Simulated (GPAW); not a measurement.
Consider NbAl3 (I4/mmm).

```
Nb Al
1.0
    -1.91698    1.91698    4.29245
     1.91698   -1.91698    4.29245
     1.91698    1.91698   -4.29245
Nb Al
1 3
Cartesian
  0.0000 0.0000 0.0000
  1.9170 0.0000 2.1462
  0.0000 1.9170 2.1462
  0.0000 0.0000 4.2925
```

Absorber: atom 2, with 4 Al at 2.71 Å, 2 Al at 2.88 Å, 2 Nb at 2.88 Å, 2 Al at 2.88 Å and 2 Nb at 2.88 Å (distorted cuboctahedral, site symmetry -4m2). Method: GPAW, LDA, excited-electron core hole (neutral cell), 16-atom cell with 5.4 Å between holes, 4×4×4 k points, dipole transitions, Gaussian full width 0.9 eV up to 4 eV, rising linearly to 3.5 eV at 25 eV.

Question: Where do the maxima of the Al K edge fall?

Main maxima up to 24 eV above the zero (height): 0.7 eV (0.76), 4.0 eV (1.71), 5.5 eV (1.61), 8.0 eV (1.37), 11.0 eV (0.98), 14.4 eV (1.03) and 18.8 eV (0.82). A K edge sees empty p states on the absorber. The total-energy difference is 1563.35 eV. One term is added: -13.88 eV, since the hole is spin-paired here and a spin-polarised one costs that much less in the free atom (computed apart). The photon energy is then 1549.47 eV. The tabulated edge of the element is 1559 eV. The functional leaves an error in such absolute values: in the free atom LDA prices this hole 7.2 eV below PBE (computed apart), and PBE is itself good to a few eV.

The Al K spectrum (energy from the lowest empty level; intensity scaled to a mean of 1 over the first 20 eV; polarised curves are means over the symmetry-equivalent atoms):

| E (eV) | isotropic | ε ⊥ c | ε ∥ c |
| --- | --- | --- | --- |
| -2.0 | 0.00 | 0.00 | 0.00 |
| -1.0 | 0.00 | 0.00 | 0.00 |
| 0.0 | 0.32 | 0.43 | 0.09 |
| 1.0 | 0.68 | 0.91 | 0.23 |
| 2.0 | 0.47 | 0.53 | 0.35 |
| 3.0 | 0.90 | 0.84 | 1.02 |
| 4.0 | 1.71 | 1.63 | 1.86 |
| 5.0 | 1.53 | 1.27 | 2.05 |
| 6.0 | 1.48 | 1.37 | 1.70 |
| 7.0 | 1.19 | 1.06 | 1.45 |
| 8.0 | 1.37 | 1.37 | 1.37 |
| 9.0 | 1.09 | 1.11 | 1.06 |
| 10.0 | 0.90 | 0.82 | 1.07 |
| 11.0 | 0.98 | 0.97 | 0.99 |
| 12.0 | 0.92 | 0.99 | 0.78 |
| 13.0 | 0.91 | 1.00 | 0.75 |
| 14.0 | 1.01 | 1.12 | 0.79 |
| 15.0 | 0.97 | 1.12 | 0.68 |
| 16.0 | 0.81 | 0.93 | 0.58 |
| 17.0 | 0.78 | 0.88 | 0.57 |
| 18.0 | 0.80 | 0.90 | 0.62 |
| 19.0 | 0.81 | 0.86 | 0.72 |
| 20.0 | 0.77 | 0.77 | 0.78 |
| 21.0 | 0.68 | 0.66 | 0.74 |
| 22.0 | 0.61 | 0.58 | 0.67 |
| 23.0 | 0.57 | 0.55 | 0.61 |
| 24.0 | 0.55 | 0.53 | 0.61 |
| 25.0 | 0.55 | 0.50 | 0.67 |
| 26.0 | 0.57 | 0.48 | 0.76 |
| 27.0 | 0.63 | 0.52 | 0.86 |
| 28.0 | 0.73 | 0.61 | 0.96 |
| 29.0 | 0.82 | 0.70 | 1.04 |
| 30.0 | 0.84 | 0.73 | 1.05 |
| 31.0 | 0.83 | 0.73 | 1.03 |

The crystal has 2 inequivalent Al sites and not all are shown here, while a measurement adds them all. The holes are only 5.4 Å apart, so the shape is probably not converged with cell size; no larger cell was run here. The mesh is coarse (0.30 Å⁻¹ between points), so small maxima may be mesh ripples. Lifetime broadening is put in by hand, and intensities beyond about 20 eV depend on it and on the partial waves; weight that the partial waves miss at high energy is lost. The structure is a computed Materials Project entry and may be a hypothetical form.

[Banner, clock and machine lines of the logs are left out without a mark of their own.]

[Logs are printed without paths, hosts, clocks, repeated set-up lines and the standing remarks that a program may print on its own settings, such as how far it seeks lower states.]

[Hosts, paths, dates, database ids (printed as entryN), source tags and the programs' standing remarks are cut or masked in the printed files.]

[Lists of maxima count a maximum above −3 eV only where it reaches 4 % of the highest in the window and stands out from its surroundings by 2 % of it (1.5 % where it reaches 55 %); shoulders and weaker maxima are passed over, and of the rest the first, up to two pre-edge ones and the few strongest are named.]
